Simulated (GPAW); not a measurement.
# Optical response of K, part 2 of 2

Aim: the dielectric function of K, and the optical constants that follow from it. The cell comes from an older database entry, whose edges can differ from later determinations, mostly by under a per cent.

GPAW 26.7.0; DFT, PBE, plane-wave PAW (GPAW data sets), scalar-relativistic, RPA, optical limit.

So far. Step 2 (Ground state): There are states at the Fermi level within the smearing, so the occupations stay smeared and the carriers get a Drude term.

The database entry behind the starting cell lists a temperature near 5 K, so it need not match the best structure at ambient conditions.

### 4. Dielectric function, RPA (continued)

Some rows of df_x.csv (energy; Re and Im without local fields; Re and Im with them):

```text
0.000000, 19317.588933, -0.000000, 19317.523059, -0.000000
0.555532, -54.416192, 6.066048, -54.482734, 6.065328
1.143969, -11.820800, 0.792435, -11.888510, 0.787496
1.768324, -4.193151, 0.340657, -4.255913, 0.330345
2.431988, -1.632361, 0.180590, -1.690160, 0.173024
3.138794, -0.457000, 0.112011, -0.513500, 0.106827
3.893091, 0.175726, 0.086209, 0.122506, 0.082955
4.699832, 0.571646, 0.111950, 0.521723, 0.115813
5.564682, 0.773536, 0.147407, 0.719352, 0.155435
6.494155, 0.881304, 0.187753, 0.839109, 0.202403
7.495775, 0.879675, 0.143249, 0.825977, 0.191271
8.578281, 0.957778, 0.064562, 0.854989, 0.120583
9.751884, 1.055759, 0.024545, 0.921073, 0.054637
11.028587, 1.147163, 0.016227, 1.007788, 0.027173
12.422601, 1.231290, 0.014217, 1.059918, 0.025834
13.950874, 1.341354, 0.017558, 1.131537, 0.020435
15.633783, 1.577955, 0.115361, 1.242621, 0.067735
17.496047, 1.632348, 0.406152, 1.223077, 0.142472
19.567954, 1.607883, 0.646179, 1.215075, 0.160868
```

The Im ε, E ∥ x by photon energy; read off at these points:

photon energy (eV), Im ε, E ∥ x and a bar:
```
      0.5        8.3 ##############################
      1.0        1.1 ####
      1.5        0.4 #
      2.0        0.2 #
      2.5        0.2 #
      3.0        0.1 
      3.5        0.1 
      4.0        0.1 
      4.5        0.1 
      5.0        0.1 
      5.5        0.1 
      6.0        0.2 #
      6.5        0.2 #
      7.0        0.2 #
      7.5        0.2 #
      8.0        0.2 #
      8.5        0.1 
      9.0        0.1 
      9.5        0.1 
     10.0        0.0 
     10.5        0.0 
     11.0        0.0 
     11.5        0.0 
     12.0        0.0 
     12.5        0.0 
     13.0        0.0 
     13.5        0.0 
     14.0        0.0 
     14.5        0.0 
     15.0        0.0 
     15.5        0.1 
     16.0        0.1 
     16.5        0.1 
     17.0        0.1 
     17.5        0.1 
     18.0        0.1 
     18.5        0.2 #
     19.0        0.2 #
     19.5        0.2 #
```

Table of Re ε, E ∥ x by photon energy:

| photon energy (eV) | Re ε, E ∥ x |
| --- | --- |
| 0.5 | -67.6 |
| 1.0 | -16.0 |
| 1.5 | -6.36 |
| 2.0 | -3.06 |
| 2.5 | -1.53 |
| 3.0 | -0.688 |
| 3.5 | -0.167 |
| 4.0 | 0.187 |
| 4.5 | 0.443 |
| 5.0 | 0.611 |
| 5.5 | 0.702 |
| 6.0 | 0.755 |
| 6.5 | 0.839 |
| 7.0 | 0.809 |
| 7.5 | 0.826 |
| 8.0 | 0.826 |
| 8.5 | 0.850 |
| 9.0 | 0.871 |
| 9.5 | 0.907 |
| 10.0 | 0.942 |
| 10.5 | 0.969 |
| 11.0 | 1.01 |
| 11.5 | 1.03 |
| 12.0 | 1.04 |
| 12.5 | 1.06 |
| 13.0 | 1.09 |
| 13.5 | 1.11 |
| 14.0 | 1.13 |
| 14.5 | 1.16 |
| 15.0 | 1.19 |
| 15.5 | 1.23 |
| 16.0 | 1.23 |
| 16.5 | 1.23 |
| 17.0 | 1.23 |
| 17.5 | 1.22 |
| 18.0 | 1.23 |
| 18.5 | 1.24 |
| 19.0 | 1.21 |
| 19.5 | 1.21 |

Table of reflectivity at normal incidence, E ∥ x by photon energy; read off at these points:

| photon energy (eV) | reflectivity at normal incidence, E ∥ x (%) |
| --- | --- |
| 0.5 | 97.1 |
| 1.0 | 96.8 |
| 1.5 | 95.7 |
| 2.0 | 93.3 |
| 2.5 | 90.2 |
| 3.0 | 85.0 |
| 3.5 | 69.6 |
| 4.0 | 15.4 |
| 4.5 | 4.09 |
| 5.0 | 1.67 |
| 5.5 | 0.962 |
| 6.0 | 0.735 |
| 6.5 | 0.489 |
| 7.0 | 0.631 |
| 7.5 | 0.494 |
| 8.0 | 0.430 |
| 8.5 | 0.270 |
| 9.0 | 0.174 |
| 9.5 | 0.0910 |
| 10.0 | 0.0365 |
| 10.5 | 0.0148 |
| 11.0 | 0.00480 |
| 11.5 | 0.0122 |
| 12.0 | 0.0164 |
| 12.5 | 0.0260 |
| 13.0 | 0.0472 |
| 13.5 | 0.0707 |
| 14.0 | 0.101 |
| 14.5 | 0.133 |
| 15.0 | 0.188 |
| 15.5 | 0.289 |
| 16.0 | 0.319 |
| 16.5 | 0.324 |
| 17.0 | 0.348 |
| 17.5 | 0.354 |
| 18.0 | 0.375 |
| 18.5 | 0.430 |
| 19.0 | 0.421 |
| 19.5 | 0.364 |

The loss function −Im 1/ε at q → 0, E ∥ x has structure finer than the step of the table below, so its rows give means over 0.5 eV, whole bins alone (the curve runs from 0.305 to 19.9 eV). Peaks (eV: height): 3.72: 11.9.

Loss function −Im 1/ε at q → 0, E ∥ x against energy loss; means over each step:

energy loss (eV), loss function −Im 1/ε at q → 0, E ∥ x and a bar:
```
      1.0        0.0 
      1.5        0.0 
      2.0        0.0 
      2.5        0.1 
      3.0        0.3 ##
      3.5        4.4 ##############################
      4.0        3.2 ######################
      4.5        0.5 ###
      5.0        0.4 ###
      5.5        0.3 ##
      6.0        0.3 ##
      6.5        0.3 ##
      7.0        0.3 ##
      7.5        0.3 ##
      8.0        0.2 ##
      8.5        0.2 #
      9.0        0.1 #
      9.5        0.1 #
     10.0        0.1 
     10.5        0.0 
     11.0        0.0 
     11.5        0.0 
     12.0        0.0 
     12.5        0.0 
     13.0        0.0 
     13.5        0.0 
     14.0        0.0 
     14.5        0.0 
     15.0        0.0 
     15.5        0.0 
     16.0        0.1 
     16.5        0.1 
     17.0        0.1 #
     17.5        0.1 #
     18.0        0.1 #
     18.5        0.1 #
     19.0        0.1 #
     19.5        0.1 #
```

Table of refractive index n and extinction k by photon energy:

| photon energy (eV) | n | k |
| --- | --- | --- |
| 1 | 0.137 | 4.00 |
| 2 | 0.0704 | 1.75 |
| 3 | 0.0688 | 0.832 |
| 4 | 0.442 | 0.0929 |
| 5 | 0.787 | 0.0896 |
| 6 | 0.875 | 0.101 |
| 7 | 0.907 | 0.120 |
| 8 | 0.914 | 0.0911 |
| 9 | 0.934 | 0.0470 |
| 10 | 0.971 | 0.0234 |
| 11 | 1.00 | 0.0135 |
| 12 | 1.02 | 0.0142 |
| 13 | 1.04 | 0.00788 |
| 14 | 1.06 | 0.00981 |
| 15 | 1.09 | 0.0113 |
| 16 | 1.11 | 0.0467 |
| 17 | 1.11 | 0.0590 |
| 18 | 1.11 | 0.0660 |
| 19 | 1.11 | 0.0872 |

At chosen wavelengths:

| wavelength (nm) | n | k | R (%) | 1/α |
| --- | --- | --- | --- | --- |
| 1550 | 0.20 | 5.074 | 97.0 | 24 nm |
| 1064 | 0.11 | 3.381 | 96.5 | 25 nm |
| 800 | 0.08 | 2.424 | 95.4 | 26 nm |
| 532 | 0.07 | 1.398 | 90.9 | 30 nm |
| 365 | 0.09 | 0.515 | 74.1 | 56 nm |
| 248 | 0.79 | 0.090 | 1.7 | 220 nm |
| 193 | 0.92 | 0.103 | 0.5 | 148 nm |

A polished face would reflect 91 % of daylight and look near white (CIE x = 0.318, y = 0.334 under D65).

### 5. Outcome

| Item | Value |
| --- | --- |
| main peak of the optical conductivity above 1 eV, first axis | 18.9 eV |
| centre of weight of the strongest loss peak in the window, first axis | 3.71 eV |

**Reading.** At this level (PBE, RPA) K is a metal; it reflects 91 % at 550 nm. A polished face would reflect 91 % of daylight and look near white (CIE x = 0.318, y = 0.334 under D65). The carriers' damping of 0.03 eV is typed, not computed; it shapes the response at the lowest energies. The sum runs over mesh points, so small or evenly spaced maxima can still be ripples of the mesh. GPAW's carrier term has the form −ωp²/(ω + i·rate)², which damps like twice the rate and fails at low energy, so the curves leave the lowest energies out.

[Machine, clock and banner lines and Python warnings are left out of the logs.]

[Logs are printed without paths, hosts, clocks, repeated set-up lines and the standing remarks that a program may print on its own settings, such as how far it seeks lower states.]

[Hosts, paths, dates, database ids (printed as entryN), source tags and the programs' standing remarks are cut or masked in the printed files.]
